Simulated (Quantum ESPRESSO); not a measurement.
## SrFe2As2: which magnetic order is lowest

Does SrFe2As2 prefer parallel or opposed moments?

Calculated with Quantum ESPRESSO 7.5; PBEsol; plane waves with GBRV 1.5 PBEsol potentials, no spin-orbit coupling.

## (1) The starting structure

It takes space group I4/mmm (No. 139, tetragonal). The conventional cell has a = 3.924 Å, b = 3.924 Å, c = 12.364 Å, α = 90.00°, β = 90.00°, γ = 90.00°. Nearest to Sr lie 8 As at 3.27 Å and 8 Fe at 3.66 Å. Fe has 4 As at 2.39 Å and 4 Fe at 2.77 Å and 4 Sr at 3.66 Å nearest. Nearest to As lie 4 Fe at 2.39 Å and 4 Sr at 3.27 Å. Farther neighbours are not listed.

Structure file:

```cif
data_structure
_symmetry_space_group_name_H-M 'P 1'
_symmetry_Int_Tables_number 1
_cell_length_a 6.7764
_cell_length_b 6.7764
_cell_length_c 6.7764
_cell_angle_alpha 146.337
_cell_angle_beta 146.337
_cell_angle_gamma 48.346
_cell_volume 95.21
loop_
_atom_site_label
_atom_site_type_symbol
_atom_site_fract_x
_atom_site_fract_y
_atom_site_fract_z
_atom_site_occupancy
Sr1 Sr 0.00000 0.00000 0.00000 1
Fe2 Fe 0.25000 0.75000 0.50000 1
Fe3 Fe 0.75000 0.25000 0.50000 1
As4 As 0.36000 0.36000 0.00000 1
As5 As 0.64000 0.64000 0.00000 1
```

The cell comes from the Crystallography Open Database.

## (2) Run 1 (ferro ++)

The signs are those of the starting moments on the seeded atoms, the atoms that are given a moment.

File pw.in:

```
&CONTROL
  calculation = 'scf'
  prefix = 'pwscf'
  outdir = './tmp'
  pseudo_dir = './pseudo'
  disk_io = 'nowf'
/
&SYSTEM
  ibrav = 0
  celldm(1) = 8
  nat = 5
  ntyp = 3
  ecutwfc = 40
  ecutrho = 280
  nbnd = 38
  occupations = 'smearing'
  smearing = 'fd'
  degauss = 0.00367493
  nspin = 2
  starting_magnetization(1) = 0
  starting_magnetization(2) = 0.175
  starting_magnetization(3) = 0
/
&ELECTRONS
  conv_thr = 1d-08
  electron_maxstep = 150
  mixing_beta = 0.3
/
ATOMIC_SPECIES
Sr     87.6200 sr_pbesol_v1.uspp.F.UPF
Fe     55.8450 fe_pbesol_v1.5.uspp.F.UPF
As     74.9216 as_pbesol_v1.uspp.F.UPF
CELL_PARAMETERS alat
  -0.4634907644293    0.4634907644293    1.4603331059577
   0.4634907644293   -0.4634907644293    1.4603331059577
   0.4634907644293    0.4634907644293   -1.4603331059577
ATOMIC_POSITIONS crystal
Sr      0.0000000000    0.0000000000    0.0000000000
Fe      0.2500000000    0.7500000000    0.5000000000
Fe      0.7500000000    0.2500000000    0.5000000000
As      0.3600000000    0.3600000000    0.0000000000
As      0.6400000000    0.6400000000    0.0000000000
K_POINTS automatic
16 16 16 0 0 0
```

Run with:

```bash
OMP_NUM_THREADS=1 mpirun -n 4 pw.x -nk 4 -in pw.in > pw.out
```

Output:

```text
Program PWSCF v.7.5 starts

     Message from routine setup:
     using ibrav=0 with symmetry is DISCOURAGED, use correct ibrav instead

     K-points division:     npool     =       4
     Subspace diagonalization in iterative solution of the eigenvalue problem:

     G-vector sticks info
     --------------------
     sticks:   dense  smooth     PW     G-vecs:    dense   smooth      PW
     Sum        2729    1555    561                50887    22011    4669

     Using Slab Decomposition

     bravais-lattice index     =            0
     lattice parameter (alat)  =       8.0000  a.u.
     unit-cell volume          =     642.4866 (a.u.)^3
     number of atoms/cell      =            5
     number of atomic types    =            3
     number of electrons       =        52.00
     number of Kohn-Sham states=           38
     kinetic-energy cutoff     =      40.0000  Ry
     charge density cutoff     =     280.0000  Ry
     scf convergence threshold =      1.0E-08
     mixing beta               =       0.3000
     number of iterations used =            8  plain     mixing
     Exchange-correlation= SLA  PW   PSX  PSC
                           (   1   4  10   8   0   0   0)

     celldm(1)=   8.000000  celldm(2)=   0.000000  celldm(3)=   0.000000
     celldm(4)=   0.000000  celldm(5)=   0.000000  celldm(6)=   0.000000

     crystal axes: (cart. coord. in units of alat)
               a(1) = (  -0.463491   0.463491   1.460333 )
               a(2) = (   0.463491  -0.463491   1.460333 )
               a(3) = (   0.463491   0.463491  -1.460333 )

     reciprocal axes: (cart. coord. in units 2 pi/alat)
               b(1) = ( -0.000000  1.078770  0.342388 )
               b(2) = (  1.078770 -0.000000  0.342388 )
               b(3) = (  1.078770  1.078770  0.000000 )

     PseudoPot. # 1 for Sr read from file:
     sr_pbesol_v1.uspp.F.UPF
     Pseudo is Ultrasoft + core correction, Zval = 10.0
     Generated by new atomic code, or converted to UPF format
     Using radial grid of  883 points,  6 beta functions with:
                l(1) =   0
                l(2) =   0
                l(3) =   1
                l(4) =   1
                l(5) =   2
                l(6) =   2
     Q(r) pseudized with  6 coefficients,  rinner =    1.400   1.400   1.400
                                                       1.400   1.400

     PseudoPot. # 2 for Fe read from file:
     fe_pbesol_v1.5.uspp.F.UPF
     Pseudo is Ultrasoft + core correction, Zval = 16.0
     Generated by new atomic code, or converted to UPF format
     Using radial grid of  861 points,  6 beta functions with:
                l(1) =   0
                l(2) =   0
                l(3) =   1
                l(4) =   1
                l(5) =   2
                l(6) =   2
     Q(r) pseudized with  8 coefficients,  rinner =    1.000   1.000   1.000
                                                       1.000   1.000

     PseudoPot. # 3 for As read from file:
     as_pbesol_v1.uspp.F.UPF
     Pseudo is Ultrasoft + core correction, Zval =  5.0
     Generated by new atomic code, or converted to UPF format
     Using radial grid of  875 points,  6 beta functions with:
                l(1) =   0
                l(2) =   0
                l(3) =   1
                l(4) =   1
                l(5) =   2
                l(6) =   2
     Q(r) pseudized with  8 coefficients,  rinner =    1.300   1.300   1.300
                                                       1.300   1.300

     atomic species   valence    mass     pseudopotential
     Sr               10.00    87.62000     Sr( 1.00)
     Fe               16.00    55.84500     Fe( 1.00)
     As                5.00    74.92160     As( 1.00)

     Starting magnetic structure
     atomic species   magnetization
     Sr              0.000
     Fe              0.175
     As              0.000

     16 Sym. Ops., with inversion, found

   Cartesian axes

     site n.     atom                  positions (alat units)
         1        Sr     tau(   1) = (   0.0000000   0.0000000   0.0000000  )
         2        Fe     tau(   2) = (   0.4634908   0.0000000   0.7301666  )
         3        Fe     tau(   3) = (   0.0000000   0.4634908   0.7301666  )
         4        As     tau(   4) = (  -0.0000000  -0.0000000   1.0514398  )
         5        As     tau(   5) = (  -0.0000000  -0.0000000   1.8692264  )

     number of k points=   349  Fermi-Dirac smearing, width (Ry)=  0.0037

     Number of k-points >= 100: set verbosity='high' to print them.

     Dense  grid:    50887 G-vectors     FFT dimensions: (  72,  72,  72)

     Smooth grid:    22011 G-vectors     FFT dimensions: (  54,  54,  54)

     Check: negative core charge=   -0.000016
     Generating pointlists ...
     new r_m :   0.3187 (alat units)  2.5494 (a.u.) for type    1
     new r_m :   0.2326 (alat units)  1.8610 (a.u.) for type    2
     new r_m :   0.2326 (alat units)  1.8610 (a.u.) for type    3

     Initial potential from superposition of free atoms

     starting charge      49.9688, renormalised to      52.0000

     negative rho (up, down):  3.331E-02 3.331E-02
     Starting wfcs are   47 randomized atomic wfcs

     Self-consistent Calculation

     iteration #  1     ecut=    40.00 Ry     beta= 0.30
     Davidson diagonalization with overlap
     ethr =  1.00E-02,  avg # of iterations =  3.2

     negative rho (up, down):  3.256E-02 3.258E-02

     total energy              =    -650.47937034 Ry
     estimated scf accuracy    <       1.25935965 Ry

     total magnetization       =     3.71 Bohr mag/cell
     absolute magnetization    =     4.10 Bohr mag/cell

     iteration #  2     ecut=    40.00 Ry     beta= 0.30
     Davidson diagonalization with overlap
     ethr =  2.42E-03,  avg # of iterations =  2.1

     negative rho (up, down):  3.243E-02 3.244E-02

     total energy              =    -650.49076098 Ry
     estimated scf accuracy    <       0.47387235 Ry

     total magnetization       =     4.69 Bohr mag/cell
     absolute magnetization    =     4.96 Bohr mag/cell

     iteration #  3     ecut=    40.00 Ry     beta= 0.30
     Davidson diagonalization with overlap
     ethr =  9.11E-04,  avg # of iterations =  2.2

     negative rho (up, down):  3.238E-02 3.239E-02

     total energy              =    -650.52524865 Ry
     estimated scf accuracy    <       0.78095569 Ry

     total magnetization       =     3.23 Bohr mag/cell
     absolute magnetization    =     3.80 Bohr mag/cell

     [... further iterations left out ...]

     iteration # 13     ecut=    40.00 Ry     beta= 0.30
     Davidson diagonalization with overlap
     ethr =  7.62E-09,  avg # of iterations =  2.7

     negative rho (up, down):  3.303E-02 3.304E-02

     total energy              =    -650.59333193 Ry
     estimated scf accuracy    <       0.00000082 Ry

     total magnetization       =     3.78 Bohr mag/cell
     absolute magnetization    =     4.20 Bohr mag/cell

     iteration # 14     ecut=    40.00 Ry     beta= 0.30
     Davidson diagonalization with overlap
     ethr =  1.58E-09,  avg # of iterations =  3.6

     negative rho (up, down):  3.304E-02 3.304E-02

     total energy              =    -650.59333407 Ry
     estimated scf accuracy    <       0.00000048 Ry

     total magnetization       =     3.77 Bohr mag/cell
     absolute magnetization    =     4.18 Bohr mag/cell

     iteration # 15     ecut=    40.00 Ry     beta= 0.30
     Davidson diagonalization with overlap
     ethr =  9.29E-10,  avg # of iterations =  2.5

     negative rho (up, down):  3.304E-02 3.304E-02

     total energy              =    -650.59333461 Ry
     estimated scf accuracy    <       0.00000002 Ry

     total magnetization       =     3.76 Bohr mag/cell
     absolute magnetization    =     4.18 Bohr mag/cell

     iteration # 16     ecut=    40.00 Ry     beta= 0.30
     Davidson diagonalization with overlap
     ethr =  4.45E-11,  avg # of iterations =  4.7

     negative rho (up, down):  3.303E-02 3.304E-02

     Magnetic moment per site  (integrated on atomic sphere of radius R)
     atom   1 (R=0.319)  charge=  8.2613  magn=  0.0117
     atom   2 (R=0.233)  charge= 14.2223  magn=  1.8822
     atom   3 (R=0.233)  charge= 14.2223  magn=  1.8822
     atom   4 (R=0.233)  charge=  2.5885  magn= -0.0494
     atom   5 (R=0.233)  charge=  2.5885  magn= -0.0494

     End of self-consistent calculation

     Number of k-points >= 100: set verbosity='high' to print the bands.

     the Fermi energy is    10.9005 ev

!    total energy              =    -650.59333468 Ry
     estimated scf accuracy    <          8.5E-09 Ry
     smearing contrib. (-TS)   =      -0.00370003 Ry
     internal energy E=F+TS    =    -650.58963465 Ry

     The total energy is F=E-TS. E is the sum of the following terms:
     one-electron contribution =    -458.12560914 Ry
     hartree contribution      =     249.55594508 Ry
     xc contribution           =    -138.72382606 Ry
     ewald contribution        =    -303.29614453 Ry

     total magnetization       =     3.76 Bohr mag/cell
     absolute magnetization    =     4.18 Bohr mag/cell

     convergence has been achieved in  16 iterations

=------------------------------------------------------------------------------=
   JOB DONE.
=------------------------------------------------------------------------------=
```

Run time: 21 min. Hardware: 4 MPI ranks of Intel Xeon at 2.70GHz, shared host; peak memory 1.8 GiB.

Spin moment in the atom's sphere by atom:

| atom | spin moment in the atom's sphere (μB) |
| --- | --- |
| Sr1 | 0.01 |
| Fe2 | 1.88 |
| Fe3 | 1.88 |
| As4 | -0.05 |
| As5 | -0.05 |

This step gave:

- smearing term TS: 0.05034 eV
- magnetization: 3.759 μB
- absolute magnetization: 4.177 μB
- final state: ferromagnetic

## (3) Run 2, typed as antiferro +−

pw.in, as its differences from that of step 2:

```diff
@@ -11,6 +11,6 @@
   nat = 5
-  ntyp = 3
+  ntyp = 4
   ecutwfc = 40
   ecutrho = 280
-  nbnd = 38
+  nbnd = 36
   occupations = 'smearing'
@@ -21,3 +21,4 @@
   starting_magnetization(2) = 0.175
-  starting_magnetization(3) = 0
+  starting_magnetization(3) = -0.175
+  starting_magnetization(4) = 0
 /
@@ -30,3 +31,4 @@
 Sr     87.6200 sr_pbesol_v1.uspp.F.UPF
-Fe     55.8450 fe_pbesol_v1.5.uspp.F.UPF
+Fe1    55.8450 fe_pbesol_v1.5.uspp.F.UPF
+Fe2    55.8450 fe_pbesol_v1.5.uspp.F.UPF
 As     74.9216 as_pbesol_v1.uspp.F.UPF
@@ -38,4 +40,4 @@
 Sr      0.0000000000    0.0000000000    0.0000000000
-Fe      0.2500000000    0.7500000000    0.5000000000
-Fe      0.7500000000    0.2500000000    0.5000000000
+Fe1     0.2500000000    0.7500000000    0.5000000000
+Fe2     0.7500000000    0.2500000000    0.5000000000
 As      0.3600000000    0.3600000000    0.0000000000
```

Output:

```text
[banner, memory and clock lines left out]
Program PWSCF v.7.5 starts

     Message from routine setup:
     using ibrav=0 with symmetry is DISCOURAGED, use correct ibrav instead

     bravais-lattice index     =            0
     lattice parameter (alat)  =       8.0000  a.u.
     unit-cell volume          =     642.4866 (a.u.)^3
     number of atoms/cell      =            5
     number of atomic types    =            4
     number of electrons       =        52.00
     number of Kohn-Sham states=           36
     kinetic-energy cutoff     =      40.0000  Ry
     charge density cutoff     =     280.0000  Ry
     scf convergence threshold =      1.0E-08
     mixing beta               =       0.3000
     number of iterations used =            8  plain     mixing
     Exchange-correlation= SLA  PW   PSX  PSC
                           (   1   4  10   8   0   0   0)

     celldm(1)=   8.000000  celldm(2)=   0.000000  celldm(3)=   0.000000
     celldm(4)=   0.000000  celldm(5)=   0.000000  celldm(6)=   0.000000

     crystal axes: (cart. coord. in units of alat)
               a(1) = (  -0.463491   0.463491   1.460333 )
               a(2) = (   0.463491  -0.463491   1.460333 )
               a(3) = (   0.463491   0.463491  -1.460333 )

     reciprocal axes: (cart. coord. in units 2 pi/alat)
               b(1) = ( -0.000000  1.078770  0.342388 )
               b(2) = (  1.078770 -0.000000  0.342388 )
               b(3) = (  1.078770  1.078770  0.000000 )

     PseudoPot. # 1 for Sr read from file:
     sr_pbesol_v1.uspp.F.UPF
     Pseudo is Ultrasoft + core correction, Zval = 10.0

     PseudoPot. # 2 for Fe read from file:
     fe_pbesol_v1.5.uspp.F.UPF
     Pseudo is Ultrasoft + core correction, Zval = 16.0

     PseudoPot. # 3 for Fe read from file:
     fe_pbesol_v1.5.uspp.F.UPF
     Pseudo is Ultrasoft + core correction, Zval = 16.0

     PseudoPot. # 4 for As read from file:
     as_pbesol_v1.uspp.F.UPF
     Pseudo is Ultrasoft + core correction, Zval =  5.0

     atomic species   valence    mass     pseudopotential
     Sr               10.00    87.62000     Sr( 1.00)
     Fe1              16.00    55.84500     Fe( 1.00)
     Fe2              16.00    55.84500     Fe( 1.00)
     As                5.00    74.92160     As( 1.00)

     Starting magnetic structure
     atomic species   magnetization
     Sr              0.000
     Fe1             0.175
     Fe2            -0.175
     As              0.000

      8 Sym. Ops. (no inversion) found

   Cartesian axes

     site n.     atom                  positions (alat units)
         1        Sr     tau(   1) = (   0.0000000   0.0000000   0.0000000  )
         2        Fe1    tau(   2) = (   0.4634908   0.0000000   0.7301666  )
         3        Fe2    tau(   3) = (   0.0000000   0.4634908   0.7301666  )
         4        As     tau(   4) = (  -0.0000000  -0.0000000   1.0514398  )
         5        As     tau(   5) = (  -0.0000000  -0.0000000   1.8692264  )

     number of k points=   349  Fermi-Dirac smearing, width (Ry)=  0.0037

     Number of k-points >= 100: set verbosity='high' to print them.

     Dense  grid:    50887 G-vectors     FFT dimensions: (  72,  72,  72)

     Smooth grid:    22011 G-vectors     FFT dimensions: (  54,  54,  54)

     Check: negative core charge=   -0.000016
     Generating pointlists ...
     new r_m :   0.3187 (alat units)  2.5494 (a.u.) for type    1
     new r_m :   0.2326 (alat units)  1.8610 (a.u.) for type    2
     new r_m :   0.2326 (alat units)  1.8610 (a.u.) for type    3
     new r_m :   0.2326 (alat units)  1.8610 (a.u.) for type    4

     Initial potential from superposition of free atoms

     starting charge      49.9688, renormalised to      52.0000

     negative rho (up, down):  3.331E-02 3.331E-02
     Starting wfcs are   47 randomized atomic wfcs

     Self-consistent Calculation

     iteration #  1     ecut=    40.00 Ry     beta= 0.30
     Davidson diagonalization with overlap
     ethr =  1.00E-02,  avg # of iterations =  2.5

     negative rho (up, down):  3.257E-02 3.257E-02

     total energy              =    -650.51014528 Ry
     estimated scf accuracy    <       1.26506017 Ry

     total magnetization       =    -0.00 Bohr mag/cell
     absolute magnetization    =     4.09 Bohr mag/cell

     iteration #  2     ecut=    40.00 Ry     beta= 0.30
     Davidson diagonalization with overlap
     ethr =  2.43E-03,  avg # of iterations =  2.0

     negative rho (up, down):  3.244E-02 3.244E-02

     total energy              =    -650.50995019 Ry
     estimated scf accuracy    <       0.46462586 Ry

     total magnetization       =     0.00 Bohr mag/cell
     absolute magnetization    =     4.84 Bohr mag/cell

     [... further iterations left out ...]

     iteration # 16     ecut=    40.00 Ry     beta= 0.30
     Davidson diagonalization with overlap
     ethr =  4.12E-11,  avg # of iterations =  2.1

     negative rho (up, down):  3.308E-02 3.308E-02

     total energy              =    -650.61018421 Ry
     estimated scf accuracy    <       0.00000053 Ry

     total magnetization       =    -0.00 Bohr mag/cell
     absolute magnetization    =     4.08 Bohr mag/cell

     iteration # 17     ecut=    40.00 Ry     beta= 0.30
     Davidson diagonalization with overlap
     ethr =  4.12E-11,  avg # of iterations =  2.0

     negative rho (up, down):  3.308E-02 3.308E-02

     Magnetic moment per site  (integrated on atomic sphere of radius R)
     atom   1 (R=0.319)  charge=  8.2506  magn=  0.0000
     atom   2 (R=0.233)  charge= 14.2311  magn=  1.8122
     atom   3 (R=0.233)  charge= 14.2312  magn= -1.8123
     atom   4 (R=0.233)  charge=  2.5966  magn=  0.0000
     atom   5 (R=0.233)  charge=  2.5966  magn=  0.0000

     End of self-consistent calculation

     Number of k-points >= 100: set verbosity='high' to print the bands.

     the Fermi energy is    10.9441 ev

!    total energy              =    -650.61018423 Ry
     estimated scf accuracy    <          3.3E-09 Ry
     smearing contrib. (-TS)   =      -0.00294161 Ry
     internal energy E=F+TS    =    -650.60724263 Ry

     The total energy is F=E-TS. E is the sum of the following terms:
     one-electron contribution =    -458.43229119 Ry
     hartree contribution      =     249.85366809 Ry
     xc contribution           =    -138.73247500 Ry
     ewald contribution        =    -303.29614453 Ry

     total magnetization       =    -0.00 Bohr mag/cell
     absolute magnetization    =     4.07 Bohr mag/cell

     convergence has been achieved in  17 iterations
```

Elapsed: 20 min, on 4 MPI ranks; peak memory 1.7 GiB.

Spin moment in the atom's sphere by atom:

| atom | spin moment in the atom's sphere (μB) |
| --- | --- |
| Sr1 | 0.00 |
| Fe2 | 1.81 |
| Fe3 | -1.81 |
| As4 | 0.00 |
| As5 | 0.00 |

Numbers from this step:

```yaml
smearing_term_ts: 0.04002 eV
magnetization: 0 μB
absolute_magnetization: 4.074 μB
final_state: antiferromagnetic
```

## (4) Energies of the orders

An order is kept where moments of 0.15 μB or more survive with the typed signs; meshes match where a doubled cell samples the same k points as the first cell.

Orders:

| start | final state | typed order kept | energy over the lowest (meV a seeded atom) | largest site moment (μB) | net moment (μB a cell of the first run) | mesh matched | CPU time (s) |
| --- | --- | --- | --- | --- | --- | --- | --- |
| ferro ++ | ferromagnetic | yes | 114.6 | 1.882 | 3.759 | yes | 4915 |
| antiferro +- | antiferromagnetic | yes | 0 | 1.812 | 0 | yes | 4872 |

## (5) Results

```yaml
lowest_state_found: antiferromagnetic (from antiferro +-)
largest_site_moment: 1.81 μB
next_state_with_moments: ferromagnetic, 115 meV a seeded atom higher
```

**Reading.** This is the lowest of 2 collinear or spinless starts, no proof of the ground state.

[Logs and program files are shortened in this print: banners, set-up blocks, solver, clock and traceback lines can be left out without a mark of their own.]

[Logs are printed without paths, hosts, clocks, repeated set-up lines and the standing remarks that a program may print on its own settings, such as how far it seeks lower states.]

[Hosts, paths, dates, database ids (printed as entryN), source tags and the programs' standing remarks are cut or masked in the printed files.]

[Where a cell is said to come from a database of computed structures, the database is the Materials Project.]
